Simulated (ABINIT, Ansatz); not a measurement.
**BaSrSn2O6 (P4/mmm): G0W0 on several meshes in ABINIT**

Aim: the GW shift of BaSrSn2O6 (P4/mmm) against the k mesh.

Calculated with ABINIT 10.8.3; LDA and many-body steps on it, plane waves.

### 1. Set-up

It takes space group P4/mmm (No. 123, tetragonal). Conventional cell: a = 4.146 Å, b = 4.146 Å, c = 8.295 Å, α = 90.00°, β = 90.00°, γ = 90.00°. Nearest to Ba lie 12 O at 2.93 to 2.97 Å. Sr has 12 O at 2.89 to 2.93 Å nearest. Nearest to Sn lie 6 O at 2.05 to 2.10 Å. Nearest to O lie 2 Sn at 2.10 Å and 4 Ba at 2.93 Å. Nearest to O lie 2 Sn at 2.05 Å and 4 Sr at 2.93 Å. Nearest to O lie 2 Sn at 2.07 Å and 2 Sr at 2.89 Å and 2 Ba at 2.97 Å. Farther neighbours and most contacts between anions are not listed.

The cell and positions are those that the Materials Project relaxed with its own functionals (PBE, PBE+U or r2SCAN), kept fixed. Spin-orbit coupling is left out unless a step names it.

### 2. Empty states on the mesh, 2×2×1 mesh, 309 bands

This step: ABINIT 10.8.3; DFT, LDA, plane waves, norm-conserving pseudopotentials.

The sums over transitions need many empty states on a uniform mesh; this step solves for them.

Input file run.abi:

```
acell 3*1.0 Angstrom
rprim 
  4.146422000000 0.000000000000 0.000000000000
  0.000000000000 4.146422000000 0.000000000000
  0.000000000000 0.000000000000 8.294893000000
ntypat 4
znucl 56 38 50 8
natom 10
typat 1 2 3 3 4 4 4 4 4 4
xred 
  0.500000000000 0.500000000000 0.000000000000
  0.500000000000 0.500000000000 0.500000000000
  0.000000000000 0.000000000000 0.747206000000
  0.000000000000 0.000000000000 0.252794000000
  0.000000000000 0.000000000000 0.000000000000
  0.000000000000 0.000000000000 0.500000000000
  0.000000000000 0.500000000000 0.256664000000
  0.000000000000 0.500000000000 0.743336000000
  0.500000000000 0.000000000000 0.743336000000
  0.500000000000 0.000000000000 0.256664000000
pp_dirpath "pseudos"
pseudos "Ba.upf, Sr.upf, Sn.upf, O.upf"
ecut 42
ngkpt 2 2 1
nshiftk 1
shiftk 0 0 0
kptopt 1
chksymbreak 0
iscf -2
irdden 1
istwfk *1
nband 309
nbdbuf 28
tolwfr 1e-09
nstep 60
prtvol 0
indata_prefix "in"
outdata_prefix "out"
tmpdata_prefix "tmp"
```

Started as:

```console
$ OMP_NUM_THREADS=1 mpirun -n 4 abinit run.abi > log
```

Numbers of over 12 decimals in the logs are rounded to 6 here.

Output:

```text
.Version 10.8.3 of ABINIT. v10.8.2 released Aug 2026.

 Symmetries : space group P4/m m m (#123); Bravais tP (primitive tetrag.)
[... echo of the input left out ...]
== DATASET  1 ==================================================================
-   mpi_nproc: 4, omp_nthreads: 1 (-1 if OMP is not activated)
-    --> not optimal distribution: autoparal keyword recommended in input file <--

--- !DatasetInfo
iteration_state: {dtset: 1, }
dimensions: {natom: 10, nkpt: 3, mband: 309, nsppol: 1, nspinor: 1, nspden: 1, mpw: 12558, }
cutoff_energies: {ecut:  42.0, pawecutdg:  -1.0, }
[...]
2.96392    2.96392    2.98433    2.98532    2.98532    2.99735    2.99735    3.00337
   3.00832    3.01162    3.01162    3.02619    3.02619    3.03934    3.04919    3.04923
   3.05684    3.06590    3.07449    3.10206    3.11826
 prteigrs : prtvol=0 or 1, do not print more k-points.

== END DATASET(S) ==============================================================
================================================================================

 -outvars: echo values of variables after computation  --------
            nband         309
             nkpt           3
          spgroup         123
 [... the other variables as echoed above ...]

 Calculation completed.
```

Run time: 3.2 min. Hardware: 4 MPI ranks of Arm Neoverse V2, shared host; peak memory 0.57 GiB.

This step gave:

- gap: 0.5069 eV
- k of the valence top: 0.5, 0.5, 0
- k of the conduction bottom: 0, 0, 0
- least direct gap: 1.174 eV
- k points computed: 3
- lowest point of the top converged band, above the valence top: 69.9436 eV

On this mesh the gap is 0.507 eV.

The density comes from a self-consistent run that is not shown.

### 3. Screening, 2×2×1 mesh, 144 bands, screening to 114.3 eV

The RPA dielectric matrix is built and inverted for each q.

This step: RPA screening on LDA, plane waves, norm-conserving pseudopotentials.

run.abi, as its differences from that of step 2:

```diff
@@ -28,10 +28,11 @@
 chksymbreak 0
-iscf -2
-irdden 1
 istwfk *1
-nband 309
-nbdbuf 28
-tolwfr 1e-09
-nstep 60
-prtvol 0
+occopt 1
+irdwfk 1
+optdriver 3
+nband 144
+ecuteps 4.2
+inclvkb 2
+awtr 1
+symchi 1
 indata_prefix "in"
```

Output:

```text
.Version 10.8.3 of ABINIT. v10.8.2 released Aug 2026.

 Symmetries : space group P4/m m m (#123); Bravais tP (primitive tetrag.)
[... echo of the input left out ...]
== DATASET  1 ==================================================================
-   mpi_nproc: 4, omp_nthreads: 1 (-1 if OMP is not activated)

--- !DatasetInfo
iteration_state: {dtset: 1, }
dimensions: {natom: 10, nkpt: 3, mband: 144, nsppol: 1, nspinor: 1, nspden: 1, mpw: 12558, }
cutoff_energies: {ecut:  42.0, pawecutdg:  -1.0, }
electrons: {nelect:   1.00000000E+02, charge:   0.00000000E+00, occopt:   1.00000000E+00, tsmear:   1.00000000E-02, }

 SCREENING: Calculation of the susceptibility and dielectric matrices

 Based on a program developped by R.W. Godby, V. Olevano, G. Onida, and L. Reining.
 Incorporated in ABINIT by V. Olevano, G.-M. Rignanese, and M. Torrent.
.Using double precision arithmetic ; gwpc =  8

[... cell and pseudopotentials left out ...]
--------------------------------------------------------------------------------

 ==== K-mesh for the wavefunctions ====
 Number of points in the irreducible wedge :     3
[... list of points left out ...]
 Together with 16 symmetry operations and time-reversal symmetry
 yields     4 points in the full Brillouin Zone.

 ==== Q-mesh for the screening function ====
 Number of points in the irreducible wedge :     3
[... list of points left out ...]
 Together with 16 symmetry operations and time-reversal symmetry
 yields     4 points in the full Brillouin Zone.

 setmesh: FFT mesh size selected  =    32x   32x   64
          total number of points  =        65536

 vcoul_init : cutoff-mode = AUXILIARY_FUNCTION
 q-points for optical limit:   1
     1)      0.000010    0.000020    0.000030

- screening: taking advantage of time-reversal symmetry
- Maximum band index for partially occupied states nbvw = 50
- Remaining bands to be divided among processors   nbcw = 94
- Number of bands treated by each node ~23

 Number of electrons calculated from density =  100.0000; Expected =  100.0000
 average of density, n =  0.103907
 r_s =    1.3195
 omega_plasma =   31.0941 [eV]

 calculating chi0 at frequencies [eV] :
  1    0.000000E+00    0.000000E+00
  2    0.000000E+00    3.109413E+01

--------------------------------------------------------------------------------
  q-point number  1        q = ( 0.000000, 0.000000, 0.000000) [r.l.u.]
--------------------------------------------------------------------------------
[... chi0 elements left out ...]
 For q-point:  0.000010 0.000020 0.000030
  dielectric constant =  18.0075
  dielectric constant without local fields =  19.4930

  Average fulfillment of the sum rule on Im[epsilon] for q-point    1 :     42.12  [%]
[... wings left out ...]
  q-point number  2        q = ( 0.500000, 0.000000, 0.000000) [r.l.u.]
--------------------------------------------------------------------------------
[... chi0 elements left out ...]
  Average fulfillment of the sum rule on Im[epsilon] for q-point    2 :     44.48  [%]

 [... 1 further q-points ...]
```

It took 60 s on 4 MPI ranks; peak memory 1.9 GiB; 4 min of CPU time.

This step gave:

```
ε∞ with local fields, on this mesh, along the program's q direction : 18.01
the same without local fields                                       : 19.49
plasma frequency                                                    : 31.09 eV
plane waves in the screening matrix                                 : 395
```

Local fields lower ε∞ by 8 %. On a Γ-centred mesh this coarse the value itself is usually too large, while a short band sum pulls it down.

### 4. 2×2×1

The self-energy is evaluated for the states that the input lists, and the levels follow from it, in one-shot runs by the linearised quasiparticle equation.

This step: G0W0 on LDA, plane waves, norm-conserving pseudopotentials.

run.abi, as its differences from that of step 3:

```diff
@@ -31,8 +31,17 @@
 irdwfk 1
-optdriver 3
+optdriver 4
 nband 144
+gwcalctyp 0
+ecutsigx 42
+symsigma 1
+nkptgw 2
+kptgw 
+  0.5000000000 0.5000000000 0.0000000000
+  0.0000000000 0.0000000000 0.0000000000
+bdgw 
+  49 53
+  49 52
 ecuteps 4.2
-inclvkb 2
-awtr 1
-symchi 1
+irdscr 1
+ppmodel 1
 indata_prefix "in"
```

Output:

```text
.Version 10.8.3 of ABINIT. v10.8.2 released Aug 2026.

 Symmetries : space group P4/m m m (#123); Bravais tP (primitive tetrag.)
[... echo of the input left out ...]
== DATASET  1 ==================================================================
-   mpi_nproc: 4, omp_nthreads: 1 (-1 if OMP is not activated)

--- !DatasetInfo
iteration_state: {dtset: 1, }
dimensions: {natom: 10, nkpt: 3, mband: 144, nsppol: 1, nspinor: 1, nspden: 1, mpw: 12558, }
cutoff_energies: {ecut:  42.0, pawecutdg:  -1.0, }
electrons: {nelect:   1.00000000E+02, charge:   0.00000000E+00, occopt:   1.00000000E+00, tsmear:   1.00000000E-02, }

 SIGMA: Calculation of the GW corrections

 Based on a program developped by R.W. Godby, V. Olevano, G. Onida, and L. Reining.
 Incorporated in ABINIT by V. Olevano, G.-M. Rignanese, and M. Torrent.
.Using double precision arithmetic ; gwpc =  8

[... cell and pseudopotentials left out ...]
--------------------------------------------------------------------------------

 ==== K-mesh for the wavefunctions ====
 Number of points in the irreducible wedge :     3
[... list of points left out ...]
 Together with 16 symmetry operations and time-reversal symmetry
 yields     4 points in the full Brillouin Zone.

 ==== Q-mesh for screening function ====
 Number of points in the irreducible wedge :     3
[... list of points left out ...]
 Together with 16 symmetry operations and time-reversal symmetry
 yields     4 points in the full Brillouin Zone.

 vcoul_init : cutoff-mode = AUXILIARY_FUNCTION
 q-points for optical limit:   1
     1)      0.000010    0.000020    0.000030
 setmesh: FFT mesh size selected  =    45x   45x   96
          total number of points  =       194400

 Number of electrons calculated from density =  100.0000; Expected =  100.0000
 average of density, n =  0.103907
 r_s =    1.3195
 omega_plasma =   31.0941 [eV]

 === KS Band Gaps ===
  >>>> For spin  1
   Minimum direct gap =   1.1739 [eV], located at k-point      :   0.0000  0.0000  0.0000
   Fundamental gap    =   0.5069 [eV], Top of valence bands at :   0.5000  0.5000  0.0000
                                       Bottom of conduction at :   0.0000  0.0000  0.0000
 SIGMA fundamental parameters:
 PLASMON POLE MODEL  1
 number of plane-waves for SigmaX                12537
 number of plane-waves for SigmaC and W            395
 number of plane-waves for wavefunctions         12537
 number of bands                                   144
 number of independent spin polarizations            1
 number of spinorial components                      1
 number of k-points in IBZ                           3
 number of q-points in IBZ                           3
 number of symmetry operations                      16
 number of k-points in BZ                            4
 number of q-points in BZ                            4
 number of frequencies for dSigma/dE                 9
 frequency step for dSigma/dE [eV]                0.25
 number of omega for Sigma on real axis              0
 max omega for Sigma on real axis  [eV]           0.00
 zcut for avoiding poles [eV]                     0.10

 EPSILON^-1 parameters (SCR file):
 dimension of the eps^-1 matrix on file            395
 dimension of the eps^-1 matrix used               395
 number of plane-waves for wavefunctions         12537
 number of bands                                   144
 number of q-points in IBZ                           3
 number of frequencies                               2
 number of real frequencies                          1
 number of imag frequencies                          1

 matrix elements of self-energy operator (all in [eV])

 Perturbative Calculation

--- !SelfEnergy_ee
iteration_state: {dtset: 1, }
kpoint     : [   0.500,    0.500,    0.000, ]
spin       : 1
KS_gap     :    5.039
QP_gap     :    6.267
Delta_QP_KS:    1.228
data: !SigmaeeData |
     Band     E0 <VxcDFT>   SigX SigC(E0)      Z dSigC/dE  Sig(E)    E-E0       E
       49   6.197 -19.670 -25.394   5.791   0.763  -0.311 -19.619   0.051   6.248
       50   6.197 -19.670 -25.394   5.791   0.763  -0.311 -19.619   0.051   6.248
       51  11.236 -12.885  -7.392  -3.940   0.824  -0.214 -11.606   1.279  12.514
       52  11.299 -12.538  -7.028  -3.966   0.826  -0.210 -11.262   1.276  12.574
       53  11.299 -12.538  -7.028  -3.966   0.826  -0.210 -11.262   1.276  12.574

--- !SelfEnergy_ee
iteration_state: {dtset: 1, }
kpoint     : [   0.000,    0.000,    0.000, ]
spin       : 1
KS_gap     :    1.174
QP_gap     :    2.652
Delta_QP_KS:    1.478
data: !SigmaeeData |
     Band     E0 <VxcDFT>   SigX SigC(E0)      Z dSigC/dE  Sig(E)    E-E0       E
       49   5.530 -19.260 -24.768   5.557   0.765  -0.308 -19.223   0.037   5.566
       50   5.530 -19.260 -24.768   5.557   0.765  -0.308 -19.223   0.037   5.566
       51   6.704 -17.056 -12.135  -3.061   0.814  -0.228 -15.542   1.514   8.218
       52  10.715 -19.486 -14.199  -3.080   0.793  -0.261 -17.735   1.750  12.465

== END DATASET(S) ==============================================================
================================================================================

 -outvars: echo values of variables after computation  --------
           etotal      0.0000000000E+00
            nband         144
             nkpt           3
          spgroup         123
 [... the other variables as echoed above ...]

 Calculation completed.
```

Elapsed: 12 s, on 4 MPI ranks; peak memory 1.3 GiB.

This step gave:

```yaml
g0w0_gap_on_the_points_computed: 1.970 eV
starting_gap_on_the_mesh: 0.5069 eV
k_of_the_valence_top: 0.5, 0.5, 0
k_of_the_conduction_bottom: 0, 0, 0
z_at_the_valence_top: 0.763
z_at_the_conduction_bottom: 0.814
least_direct_g0w0_gap_on_the_computed_points: 2.652 eV
```

The gap on the mesh goes from 0.51 eV to 1.97 eV, a correction of +1.46 eV.

### 5. Empty states on the mesh, 4×4×2 mesh, 158 bands

This step: DFT, LDA, plane waves, norm-conserving pseudopotentials.

run.abi, as its differences from that of step 4:

```diff
@@ -23,3 +23,3 @@
 ecut 42
-ngkpt 2 2 1
+ngkpt 4 4 2
 nshiftk 1
@@ -28,20 +28,10 @@
 chksymbreak 0
+iscf -2
+irdden 1
 istwfk *1
-occopt 1
-irdwfk 1
-optdriver 4
-nband 144
-gwcalctyp 0
-ecutsigx 42
-symsigma 1
-nkptgw 2
-kptgw 
-  0.5000000000 0.5000000000 0.0000000000
-  0.0000000000 0.0000000000 0.0000000000
-bdgw 
-  49 53
-  49 52
-ecuteps 4.2
-irdscr 1
-ppmodel 1
+nband 158
+nbdbuf 14
+tolwfr 1e-09
+nstep 60
+prtvol 0
 indata_prefix "in"
```

Output:

```text
.Version 10.8.3 of ABINIT. v10.8.2 released Aug 2026.

 Symmetries : space group P4/m m m (#123); Bravais tP (primitive tetrag.)
[... echo of the input left out ...]
== DATASET  1 ==================================================================
-   mpi_nproc: 4, omp_nthreads: 1 (-1 if OMP is not activated)

--- !DatasetInfo
iteration_state: {dtset: 1, }
dimensions: {natom: 10, nkpt: 12, mband: 158, nsppol: 1, nspinor: 1, nspden: 1, mpw: 12566, }
cutoff_energies: {ecut:  42.0, pawecutdg:  -1.0, }
[...]
1.54057    1.54057    1.54256    1.55305    1.55305    1.57731    1.59107    1.59107
   1.61678    1.62222    1.63813    1.65097    1.65097    1.65367    1.66839    1.66839
   1.66866    1.67412    1.67412    1.67756    1.69627    1.70412
 prteigrs : prtvol=0 or 1, do not print more k-points.

== END DATASET(S) ==============================================================
================================================================================

 -outvars: echo values of variables after computation  --------
            nband         158
             nkpt          12
          spgroup         123
 [... the other variables as echoed above ...]

 Calculation completed.
```

It took 3.5 min on 4 MPI ranks; peak memory 0.81 GiB; 14 min of CPU time.

This step gave:

| Property | Result |
| --- | --- |
| gap | 0.5069 eV |
| k of the valence top | 0.5, 0.5, 0 |
| k of the conduction bottom | 0, 0, 0 |
| least direct gap | 1.174 eV |
| k points computed | 12 |
| lowest point of the top converged band, above the valence top | 37.10 eV |

On this mesh the gap is 0.507 eV.

### 6. Screening, 4×4×2 mesh, 144 bands, screening to 114.3 eV

This step: RPA screening on LDA, plane waves, norm-conserving pseudopotentials.

run.abi, as its differences from that of step 5:

```diff
@@ -28,10 +28,11 @@
 chksymbreak 0
-iscf -2
-irdden 1
 istwfk *1
-nband 158
-nbdbuf 14
-tolwfr 1e-09
-nstep 60
-prtvol 0
+occopt 1
+irdwfk 1
+optdriver 3
+nband 144
+ecuteps 4.2
+inclvkb 2
+awtr 1
+symchi 1
 indata_prefix "in"
```

Output:

```text
.Version 10.8.3 of ABINIT. v10.8.2 released Aug 2026.

 Symmetries : space group P4/m m m (#123); Bravais tP (primitive tetrag.)
[... echo of the input left out ...]
== DATASET  1 ==================================================================
-   mpi_nproc: 4, omp_nthreads: 1 (-1 if OMP is not activated)

--- !DatasetInfo
iteration_state: {dtset: 1, }
dimensions: {natom: 10, nkpt: 12, mband: 144, nsppol: 1, nspinor: 1, nspden: 1, mpw: 12566, }
cutoff_energies: {ecut:  42.0, pawecutdg:  -1.0, }
electrons: {nelect:   1.00000000E+02, charge:   0.00000000E+00, occopt:   1.00000000E+00, tsmear:   1.00000000E-02, }

 SCREENING: Calculation of the susceptibility and dielectric matrices

 Based on a program developped by R.W. Godby, V. Olevano, G. Onida, and L. Reining.
 Incorporated in ABINIT by V. Olevano, G.-M. Rignanese, and M. Torrent.
.Using double precision arithmetic ; gwpc =  8

[... cell and pseudopotentials left out ...]
--------------------------------------------------------------------------------

 ==== K-mesh for the wavefunctions ====
 Number of points in the irreducible wedge :    12
[... list of points left out ...]
 Together with 16 symmetry operations and time-reversal symmetry
 yields    32 points in the full Brillouin Zone.

 ==== Q-mesh for the screening function ====
 Number of points in the irreducible wedge :    12
[... list of points left out ...]
 Together with 16 symmetry operations and time-reversal symmetry
 yields    32 points in the full Brillouin Zone.

 setmesh: FFT mesh size selected  =    32x   32x   64
          total number of points  =        65536

 vcoul_init : cutoff-mode = AUXILIARY_FUNCTION
 q-points for optical limit:   1
     1)      0.000010    0.000020    0.000030

- screening: taking advantage of time-reversal symmetry
- Maximum band index for partially occupied states nbvw = 50
- Remaining bands to be divided among processors   nbcw = 94
- Number of bands treated by each node ~23

 Number of electrons calculated from density =  100.0000; Expected =  100.0000
 average of density, n =  0.103907
 r_s =    1.3195
 omega_plasma =   31.0941 [eV]

 calculating chi0 at frequencies [eV] :
  1    0.000000E+00    0.000000E+00
  2    0.000000E+00    3.109413E+01

--------------------------------------------------------------------------------
  q-point number  1        q = ( 0.000000, 0.000000, 0.000000) [r.l.u.]
--------------------------------------------------------------------------------
[... chi0 elements left out ...]
 For q-point:  0.000010 0.000020 0.000030
  dielectric constant =   6.1025
  dielectric constant without local fields =   6.4225

  Average fulfillment of the sum rule on Im[epsilon] for q-point    1 :     42.23  [%]
[... wings left out ...]
  q-point number  2        q = ( 0.250000, 0.000000, 0.000000) [r.l.u.]
--------------------------------------------------------------------------------
[... chi0 elements left out ...]
  Average fulfillment of the sum rule on Im[epsilon] for q-point    2 :     49.10  [%]

 [... 10 further q-points ...]
```

Run time: 7.6 min. Hardware: 4 MPI ranks; peak memory 5 GiB; 31 min of CPU time.

This step gave:

```
ε∞ with local fields, on this mesh, along the program's q direction : 6.103
the same without local fields                                       : 6.423
plasma frequency                                                    : 31.09 eV
plane waves in the screening matrix                                 : 395
```

(Part 1 of 2 ends here.)

[Paths, hosts, dates, memory and timing lines, banners, echoed tables and standing remarks are left out of the program output.]

[Logs are printed without paths, hosts, clocks, repeated set-up lines and the standing remarks that a program may print on its own settings, such as how far it seeks lower states.]

[Runs of the session that timed out or met a known fault of the program may be left out.]

[No measured gap is set beside runs whose start may be inverted or whose files or cutoffs have a known fault.]

[Hosts, paths, dates, database ids (printed as entryN), source tags and the programs' standing remarks are cut or masked in the printed files.]

[G0W0 gaps are taken among the corrected bands and points alone; a level outside them can change the order at an edge.]

[Where Ansatz stands beside ABINIT at settings called matched, ABINIT's density can come from a denser mesh and the files from another edition; pairs whose starting gaps differed by over 0.03 eV were left out, so agreement reads better than it is.]
